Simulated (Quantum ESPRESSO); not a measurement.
## Nb (Im-3m): pw.x, ph.x and EPW

The plan: phonons and Wannier functions of Nb (Im-3m), and, if the interpolated phonons are stable, its coupling and resistivity.

Method: DFT LDA, scalar-relativistic, plane waves, PseudoDojo 0.4.1 norm-conserving pseudopotentials, in Quantum ESPRESSO 7.5.

The database entry behind the starting cell differs from other determinations of this structure, so it need not match the best structure at room temperature.

**1. Set-up**

The structure is cubic, space group Im-3m (No. 229). Conventional cell: a = 3.328 Å, b = 3.328 Å, c = 3.328 Å, α = 90.00°, β = 90.00°, γ = 90.00°. Nearest to Nb lie 8 Nb at 2.88 Å.

**2. Relaxation**

The cell is relaxed under the functional used for all that follows.

Input file relax.in:

```
 &control
    calculation='vc-relax',
    prefix='x',
    outdir='./tmp',
    pseudo_dir='./pseudo',
    tprnfor=.true.,
    tstress=.true.,
    etot_conv_thr=1.0d-05,
    forc_conv_thr=4.0d-04,
 /
 &system
    ibrav=0,
    nat=1,
    ntyp=1,
    ecutwfc=82.0,
    occupations='smearing',
    smearing='mv',
    degauss=0.02,
 /
 &electrons
    conv_thr=1.0d-11,
 /
 &ions
 /
 &cell
    press_conv_thr=0.4,
 /
ATOMIC_SPECIES
 Nb     92.9064  Nb.upf
CELL_PARAMETERS angstrom
    -1.663950000    1.663950000    1.663950000
     1.663950000   -1.663950000    1.663950000
     1.663950000    1.663950000   -1.663950000
ATOMIC_POSITIONS crystal
 Nb     0.000000000   0.000000000   0.000000000
K_POINTS automatic
 12 12 12 0 0 0
```

The run is started by

```
$ OMP_NUM_THREADS=1 mpirun -n 8 pw.x -nk 8 -in relax.in > relax.out
```

What it wrote:

```text
Program PWSCF v.7.5

     This program is part of the open-source Quantum ESPRESSO suite
     for quantum simulation of materials; please cite
         "P. Giannozzi et al., J. Phys.:Condens. Matter 21 395502 (2009);
         "P. Giannozzi et al., J. Phys.:Condens. Matter 29 465901 (2017);
         "P. Giannozzi et al., J. Chem. Phys. 152 154105 (2020);
     in publications or presentations arising from this work. More details at

     Message from routine setup:
     using ibrav=0 with symmetry is DISCOURAGED, use correct ibrav instead

     G-vector sticks info
     --------------------
     sticks:   dense  smooth     PW     G-vecs:    dense   smooth      PW
     Sum         731     731    261                12527    12527    2659

     Using Slab Decomposition

     bravais-lattice index     =            0
     lattice parameter (alat)  =       5.4463  a.u.
     unit-cell volume          =     124.3591 (a.u.)^3
     number of atoms/cell      =            1
     number of atomic types    =            1
     number of electrons       =        13.00
     number of Kohn-Sham states=           11
     kinetic-energy cutoff     =      82.0000  Ry
     charge density cutoff     =     328.0000  Ry
     scf convergence threshold =      1.0E-11
     mixing beta               =       0.7000
     number of iterations used =            8  plain     mixing
     energy convergence thresh.=      1.0E-05
     force convergence thresh. =      4.0E-04
     press convergence thresh. =      4.0E-01
     Exchange-correlation= SLA  PW   NOGX NOGC
                           (   1   4   0   0   0   0   0)
     nstep                     =           50

     celldm(1)=   5.446278  celldm(2)=   0.000000  celldm(3)=   0.000000
     celldm(4)=   0.000000  celldm(5)=   0.000000  celldm(6)=   0.000000

     crystal axes: (cart. coord. in units of alat)
               a(1) = (  -0.577350   0.577350   0.577350 )
               a(2) = (   0.577350  -0.577350   0.577350 )
               a(3) = (   0.577350   0.577350  -0.577350 )
[...]
number of Kohn-Sham states=           11
     number of k points=    72  Marzari-Vanderbilt smearing, width (Ry)=  0.0200
     estimated scf accuracy    <       0.08862611 Ry
     estimated scf accuracy    <       0.00562073 Ry
     estimated scf accuracy    <       0.00009852 Ry
     estimated scf accuracy    <       0.00000252 Ry
     estimated scf accuracy    <       0.00000050 Ry
     estimated scf accuracy    <          1.4E-10 Ry
     estimated scf accuracy    <          7.3E-11 Ry
     estimated scf accuracy    <       0.00000281 Ry
     estimated scf accuracy    <       0.00000065 Ry
     estimated scf accuracy    <          2.0E-10 Ry
     estimated scf accuracy    <          3.0E-10 Ry
     estimated scf accuracy    <          3.4E-12 Ry
     the Fermi energy is    18.6986 ev
!    total energy              =    -124.69226985 Ry
     estimated scf accuracy    <          1.6E-14 Ry
     convergence has been achieved in   9 iterations
          total   stress  (Ry/bohr**3)                   (kbar)     P=       -0.53
   JOB DONE.
```

It took 7.5 s on 8 MPI ranks of Arm Neoverse V2, shared host; 59 s of CPU time.

Read from the output:

- free energy: -1696.5248 eV
- pressure: -0.05300 GPa
- volume per atom: 17.16 Å³/atom
- n steps: 5

The volume ends at 17.16 Å³ an atom, -6.9 % from the start.

**3. Ground state**

Linear response needs a tightly converged ground state.

Input file scf.in:

```
 &control
    calculation='scf',
    prefix='x',
    outdir='./tmp',
    pseudo_dir='./pseudo',
    tprnfor=.true.,
    tstress=.true.,
 /
 &system
    ibrav=0,
    nat=1,
    ntyp=1,
    ecutwfc=82.0,
    occupations='smearing',
    smearing='mv',
    degauss=0.02,
 /
 &electrons
    conv_thr=1.0d-12,
 /
ATOMIC_SPECIES
 Nb     92.9064  Nb.upf
CELL_PARAMETERS angstrom
    -1.624931000    1.624931000    1.624931000
     1.624931000   -1.624931000    1.624931000
     1.624931000    1.624931000   -1.624931000
ATOMIC_POSITIONS crystal
 Nb     0.000000000   0.000000000   0.000000000
K_POINTS automatic
 12 12 12 0 0 0
```

The run is started by

```
$ OMP_NUM_THREADS=1 mpirun -n 8 pw.x -nk 8 -in scf.in > scf.out
```

What it wrote:

```text
[banner, memory and clock lines left out]
[...]
number of Kohn-Sham states=           11
     number of k points=    72  Marzari-Vanderbilt smearing, width (Ry)=  0.0200
     estimated scf accuracy    <       0.07710482 Ry
     estimated scf accuracy    <       0.00412684 Ry
     estimated scf accuracy    <       0.00008913 Ry
     estimated scf accuracy    <       0.00000186 Ry
     estimated scf accuracy    <       0.00000040 Ry
     estimated scf accuracy    <          1.7E-10 Ry
     estimated scf accuracy    <          6.1E-11 Ry
     estimated scf accuracy    <          7.3E-12 Ry
     the Fermi energy is    18.6986 ev
!    total energy              =    -124.69226985 Ry
     estimated scf accuracy    <          2.6E-14 Ry
     convergence has been achieved in   9 iterations
          total   stress  (Ry/bohr**3)                   (kbar)     P=       -0.53
```

It took 2.2 s on 8 MPI ranks; 16 s of CPU time.

Read from the output:

```yaml
fermi_energy: 18.70 eV
```

The Fermi level lies at 18.70 eV and the pressure is -0.053 GPa.

**4. Phonons on the coarse mesh**

ph.x gives the dynamical matrices and the changes of the potential on a coarse q mesh, which EPW interpolates.

Input file ph.in:

```
phonons
 &inputph
    prefix='x',
    outdir='./tmp',
    tr2_ph=1.0d-14,
    fildyn='x.dyn',
    fildvscf='dvscf',
    ldisp=.true.,
    nq1=4,
    nq2=4,
    nq3=4,
    alpha_mix(1)=0.5,
    amass(1)=92.9064,
 /
```

The run is started by

```
$ OMP_NUM_THREADS=1 mpirun -n 8 ph.x -nk 8 -in ph.in > ph.out
```

What it wrote:

```text
[banner, memory and clock lines left out]
Program PHONON v.7.5

     ./tmp/x.save/

     IMPORTANT: XC functional enforced from input :
     Exchange-correlation= PW
                           (   1   4   0   0   0   0   0)
     Any further DFT definition will be discarded
     Please, verify this is what you really want

     G-vector sticks info

     Reading collected, re-writing distributed wavefunctions in ./tmp/

     Dynamical matrices for ( 4, 4, 4)  uniform grid of q-points
     (   8 q-points):
       N         xq(1)         xq(2)         xq(3)
       1   0.000000000   0.000000000   0.000000000
       2   0.216506351   0.216506351   0.000000000
       3  -0.433012702  -0.433012702   0.000000000
       4   0.433012702   0.216506351   0.216506351
       5   0.433012702   0.433012702   0.433012702
       6   0.000000000   0.000000000   0.433012702
       7  -0.866025404  -0.216506351  -0.216506351
       8  -0.866025404  -0.866025404  -0.866025404

     Number and degeneracy of irreps per q-point
       N         xq(1)         xq(2)         xq(3)   N irreps
       1   0.000000000   0.000000000   0.000000000       1
        3
       2   0.216506351   0.216506351   0.000000000       3
     No degeneracy
       3  -0.433012702  -0.433012702   0.000000000       3
     No degeneracy
       4   0.433012702   0.216506351   0.216506351       3
     No degeneracy
       5   0.433012702   0.433012702   0.433012702       1
        3
       6   0.000000000   0.000000000   0.433012702       2
        1   2
       7  -0.866025404  -0.216506351  -0.216506351       3
     No degeneracy
       8  -0.866025404  -0.866025404  -0.866025404       1
        3

     Saving dvscf to file. Distribute only q points, not irreducible representations.

     Calculation of q =    0.0000000   0.0000000   0.0000000

     phonons

     bravais-lattice index     =            0
     lattice parameter (alat)  =       5.3186  a.u.
     unit-cell volume          =     115.8141 (a.u.)^3
     number of atoms/cell      =            1
     number of atomic types    =            1
     kinetic-energy cut-off    =      82.0000  Ry
     charge density cut-off    =     328.0000  Ry
     convergence threshold     =      1.0E-14
     beta                      =       0.5000
     number of iterations used =            4
     Exchange-correlation= PW
                           (   1   4   0   0   0   0   0)

     celldm(1)=    5.31856  celldm(2)=    0.00000  celldm(3)=    0.00000
     celldm(4)=    0.00000  celldm(5)=    0.00000  celldm(6)=    0.00000

     crystal axes: (cart. coord. in units of alat)
               a(1) = ( -0.5774  0.5774  0.5774 )
               a(2) = (  0.5774 -0.5774  0.5774 )
               a(3) = (  0.5774  0.5774 -0.5774 )

     reciprocal axes: (cart. coord. in units 2 pi/alat)
               b(1) = ( -0.0000  0.8660  0.8660 )
               b(2) = (  0.8660 -0.0000  0.8660 )
               b(3) = (  0.8660  0.8660  0.0000 )

     Atoms inside the unit cell:

     Cartesian axes

     site n.  atom      mass           positions (alat units)
        1  Nb     92.9064   tau(    1) = (    0.00000    0.00000    0.00000  )

     Computing dynamical matrix for
                    q = (   0.0000000   0.0000000   0.0000000 )

     49 Sym.Ops. (with q -> -q+G )

     G cutoff =  235.0190  (  11537 G-vectors)     FFT grid: ( 32, 32, 32)

     number of k points=    72  Marzari-Vanderbilt smearing, width (Ry)=  0.0200

     PseudoPot. # 1 for Nb read from file:
     ./pseudo/Nb.upf
     Pseudo is Norm-conserving + core correction, Zval = 13.0
     Using radial grid of 1640 points,  6 beta functions with:
                l(1) =   0
                l(2) =   0
                l(3) =   1
                l(4) =   1
                l(5) =   2
                l(6) =   2

     Mode symmetry, O_h (m-3m)  point group:

     Atomic displacements:
     There are    1 irreducible representations

     Representation     1      3 modes -  To be done

     Alpha used in Ewald sum =   2.8000

     Representation #   1 modes #   1   2   3

     Self-consistent Calculation

     Pert. #  1: Fermi energy shift (Ry) =    -2.9619E-27     1.0188E-37
     Pert. #  2: Fermi energy shift (Ry) =     1.1848E-26     2.5861E-37
     Pert. #  3: Fermi energy shift (Ry) =    -6.0585E-27     1.0971E-37

      thresh= 1.000E-02 alpha_mix =  0.500 |ddv_scf|^2 =  2.694E-06

     Pert. #  1: Fermi energy shift (Ry) =     1.4271E-26     2.4489E-40
     Pert. #  2: Fermi energy shift (Ry) =     7.0009E-27     0.0000E+00
     Pert. #  3: Fermi energy shift (Ry) =    -2.6758E-27    -5.2040E-40

      thresh= 1.641E-04 alpha_mix =  0.500 |ddv_scf|^2 =  7.934E-08

     Pert. #  1: Fermi energy shift (Ry) =     2.0195E-27     9.6427E-40
     Pert. #  2: Fermi energy shift (Ry) =    -3.2312E-27    -1.0714E-40
     Pert. #  3: Fermi energy shift (Ry) =     2.8778E-27    -1.0714E-40

      thresh= 2.817E-05 alpha_mix =  0.500 |ddv_scf|^2 =  3.807E-09

     Pert. #  1: Fermi energy shift (Ry) =    -2.8273E-27    -7.6530E-42
     Pert. #  2: Fermi energy shift (Ry) =    -4.8468E-27     9.9488E-41
     Pert. #  3: Fermi energy shift (Ry) =     8.4987E-28    -4.9744E-41

      thresh= 6.170E-06 alpha_mix =  0.500 |ddv_scf|^2 =  8.974E-12

     Pert. #  1: Fermi energy shift (Ry) =     6.5970E-27     1.2556E-42
     Pert. #  2: Fermi energy shift (Ry) =    -9.4243E-27    -1.0463E-42
     Pert. #  3: Fermi energy shift (Ry) =     4.2073E-29     2.8400E-43

      thresh= 2.996E-07 alpha_mix =  0.500 |ddv_scf|^2 =  1.391E-13

     Pert. #  1: Fermi energy shift (Ry) =     4.1063E-27     1.1958E-43
     Pert. #  2: Fermi energy shift (Ry) =    -8.0779E-28     0.0000E+00
     Pert. #  3: Fermi energy shift (Ry) =    -1.7755E-27    -2.3915E-43

      thresh= 3.729E-08 alpha_mix =  0.500 |ddv_scf|^2 =  1.733E-15

     End of self-consistent calculation

     Convergence has been achieved

     Number of q in the star =    1
     List of q in the star:
          1   0.000000000   0.000000000   0.000000000

     Diagonalizing the dynamical matrix

     q = (    0.000000000   0.000000000   0.000000000 )

 **************************************************************************
     freq (    1) =      -0.142073 [THz] =      -4.739038 [cm-1]
     freq (    2) =      -0.142073 [THz] =      -4.739038 [cm-1]
     freq (    3) =      -0.142073 [THz] =      -4.739038 [cm-1]
 **************************************************************************

     Mode symmetry, O_h (m-3m)  point group:

     freq (   1-   3) =         -4.7  [cm-1]   --> T_1u G_15  G_4- I

     Calculation of q =    0.2165064   0.2165064   0.0000000

     G-vector sticks info

     Title:
[...]
thresh= 4.030E-08 alpha_mix =  0.500 |ddv_scf|^2 =  2.073E-13

[...]
End of self-consistent calculation

     Convergence has been achieved

     Representation #   2 mode #   2

     Self-consistent Calculation

[...]
End of self-consistent calculation

     Convergence has been achieved

     Representation #   3 mode #   3

     Self-consistent Calculation

[...]
thresh= 1.751E-08 alpha_mix =  0.500 |ddv_scf|^2 =  2.333E-15

     End of self-consistent calculation

     Convergence has been achieved

     Number of q in the star =   12
     List of q in the star:
          1  -0.866025404  -0.216506351  -0.216506351
          2  -0.216506351   0.866025404  -0.216506351
          3  -0.866025404   0.216506351  -0.216506351
          4   0.216506351  -0.866025404  -0.216506351
          5   0.216506351  -0.866025404   0.216506351
          6   0.866025404  -0.216506351   0.216506351
          7  -0.866025404   0.216506351   0.216506351
          8  -0.216506351   0.866025404   0.216506351
          9   0.216506351  -0.216506351   0.866025404
         10  -0.216506351  -0.216506351  -0.866025404
         11   0.216506351   0.216506351  -0.866025404
         12  -0.216506351   0.216506351   0.866025404

     Diagonalizing the dynamical matrix

     q = (   -0.866025404  -0.216506351  -0.216506351 )

 **************************************************************************
     freq (    1) =       3.757101 [THz] =     125.323391 [cm-1]
     freq (    2) =       5.759639 [THz] =     192.120864 [cm-1]
     freq (    3) =       5.823975 [THz] =     194.266895 [cm-1]
 **************************************************************************

     Mode symmetry, C_2v (mm2)  point group:

     freq (   1-   1) =        125.3  [cm-1]   --> A_1  D_1  S_1
     freq (   2-   2) =        192.1  [cm-1]   --> B_2  D_4  S_4
     freq (   3-   3) =        194.3  [cm-1]   --> B_1  D_3  S_3

     Calculation of q =   -0.8660254  -0.8660254  -0.8660254

     G-vector sticks info

     Title:
     phonons

     bravais-lattice index     =            0
     lattice parameter (alat)  =       5.3186  a.u.
     unit-cell volume          =     115.8141 (a.u.)^3
     number of atoms/cell      =            1
     number of atomic types    =            1
     number of electrons       =        13.00
     number of Kohn-Sham states=           11
     kinetic-energy cutoff     =      82.0000  Ry
     charge density cutoff     =     328.0000  Ry
     Exchange-correlation= PW
                           (   1   4   0   0   0   0   0)

     celldm(1)=   5.318564  celldm(2)=   0.000000  celldm(3)=   0.000000
     celldm(4)=   0.000000  celldm(5)=   0.000000  celldm(6)=   0.000000

     crystal axes: (cart. coord. in units of alat)
               a(1) = (  -0.577350   0.577350   0.577350 )
               a(2) = (   0.577350  -0.577350   0.577350 )
               a(3) = (   0.577350   0.577350  -0.577350 )

     reciprocal axes: (cart. coord. in units 2 pi/alat)
               b(1) = ( -0.000000  0.866025  0.866025 )
               b(2) = (  0.866025 -0.000000  0.866025 )
               b(3) = (  0.866025  0.866025  0.000000 )

     PseudoPot. # 1 for Nb read from file:
     ./pseudo/Nb.upf
     Pseudo is Norm-conserving + core correction, Zval = 13.0
     Using radial grid of 1640 points,  6 beta functions with:
[...]
l(5) =   2
                l(6) =   2

     atomic species   valence    mass     pseudopotential
     Nb               13.00    92.90640     Nb( 1.00)

     48 Sym. Ops., with inversion, found

   Cartesian axes

     site n.     atom                  positions (alat units)
         1        Nb     tau(   1) = (   0.0000000   0.0000000   0.0000000  )

     number of k points=   144  Marzari-Vanderbilt smearing, width (Ry)=  0.0200

     Number of k-points >= 100: set verbosity='high' to print them.

     Dense  grid:    11537 G-vectors     FFT dimensions: (  32,  32,  32)

     The potential is recalculated from file :
     ./tmp/_ph0/x.q_8/x.save/charge-density

     Starting wfcs are   10 atomic +    1 random wfcs

     Band Structure Calculation
     Davidson diagonalization with overlap

     ethr =  7.69E-11,  avg # of iterations = 15.0

     End of band structure calculation

     Number of k-points >= 100: set verbosity='high' to print the bands.

     the Fermi energy is    18.6986 ev

     Writing config to output data dir ./tmp/_ph0/x.q_8/x.save/ :
     XML data file

     phonons

     bravais-lattice index     =            0
     lattice parameter (alat)  =       5.3186  a.u.
     unit-cell volume          =     115.8141 (a.u.)^3
     number of atoms/cell      =            1
     number of atomic types    =            1
     kinetic-energy cut-off    =      82.0000  Ry
     charge density cut-off    =     328.0000  Ry
     convergence threshold     =      1.0E-14
     beta                      =       0.5000
     number of iterations used =            4
     Exchange-correlation= PW
                           (   1   4   0   0   0   0   0)

     celldm(1)=    5.31856  celldm(2)=    0.00000  celldm(3)=    0.00000
     celldm(4)=    0.00000  celldm(5)=    0.00000  celldm(6)=    0.00000

     crystal axes: (cart. coord. in units of alat)
               a(1) = ( -0.5774  0.5774  0.5774 )
               a(2) = (  0.5774 -0.5774  0.5774 )
               a(3) = (  0.5774  0.5774 -0.5774 )

     reciprocal axes: (cart. coord. in units 2 pi/alat)
               b(1) = ( -0.0000  0.8660  0.8660 )
               b(2) = (  0.8660 -0.0000  0.8660 )
               b(3) = (  0.8660  0.8660  0.0000 )

     Atoms inside the unit cell:

     Cartesian axes

     site n.  atom      mass           positions (alat units)
        1  Nb     92.9064   tau(    1) = (    0.00000    0.00000    0.00000  )

     Computing dynamical matrix for
                    q = (  -0.8660254  -0.8660254  -0.8660254 )

     49 Sym.Ops. (with q -> -q+G )

     G cutoff =  235.0190  (  11537 G-vectors)     FFT grid: ( 32, 32, 32)

     number of k points=   144  Marzari-Vanderbilt smearing, width (Ry)=  0.0200

     PseudoPot. # 1 for Nb read from file:
     ./pseudo/Nb.upf
     Pseudo is Norm-conserving + core correction, Zval = 13.0
     Using radial grid of 1640 points,  6 beta functions with:
                l(1) =   0
                l(2) =   0
                l(3) =   1
                l(4) =   1
                l(5) =   2
                l(6) =   2

     Mode symmetry, O_h (m-3m)  point group:

     Atomic displacements:
     There are    1 irreducible representations

     Representation     1      3 modes -  To be done

     Message from routine init_vloc:
     Interpolation table for Vloc re-allocated

     Alpha used in Ewald sum =   2.8000

     Representation #   1 modes #   1   2   3

     Self-consistent Calculation

      thresh= 1.000E-02 alpha_mix =  0.500 |ddv_scf|^2 =  1.807E-05

      thresh= 4.251E-04 alpha_mix =  0.500 |ddv_scf|^2 =  5.445E-07

      thresh= 7.379E-05 alpha_mix =  0.500 |ddv_scf|^2 =  5.501E-09

      thresh= 7.417E-06 alpha_mix =  0.500 |ddv_scf|^2 =  2.169E-11

      thresh= 4.658E-07 alpha_mix =  0.500 |ddv_scf|^2 =  6.773E-13

      thresh= 8.230E-08 alpha_mix =  0.500 |ddv_scf|^2 =  5.917E-14

      thresh= 2.432E-08 alpha_mix =  0.500 |ddv_scf|^2 =  1.953E-16

     End of self-consistent calculation

     Convergence has been achieved

     Number of q in the star =    1
     List of q in the star:
          1  -0.866025404  -0.866025404  -0.866025404

     Diagonalizing the dynamical matrix

     q = (   -0.866025404  -0.866025404  -0.866025404 )

 **************************************************************************
     freq (    1) =       6.587601 [THz] =     219.738720 [cm-1]
     freq (    2) =       6.587601 [THz] =     219.738720 [cm-1]
     freq (    3) =       6.587601 [THz] =     219.738720 [cm-1]
 **************************************************************************

     Mode symmetry, O_h (m-3m)  point group:

     freq (   1-   3) =        219.7  [cm-1]   --> T_1u G_15  G_4-
```

Wall time 5.5 min (8 MPI ranks).

Numbers from this step:

* lowest frequency off the zone centre: 64.88 cm⁻¹
* largest magnitude of the acoustic modes at the zone centre, before the sum rule: 4.739 cm⁻¹

(Part 1 of 2 ends here.)

[Long decimals in the printed logs are rounded to 6 places.]

[The logs of pw.x and epw.x are selected lines.]

[Logs are printed without paths, hosts, clocks, repeated set-up lines and the standing remarks that a program may print on its own settings, such as how far it seeks lower states.]

[Hosts, paths, dates, database ids (printed as entryN), source tags and the programs' standing remarks are cut or masked in the printed files.]

[Where an α²F curve comes without its own λ, its integral differs from the program's λ by over 10 % or holds noise near zero frequency.]
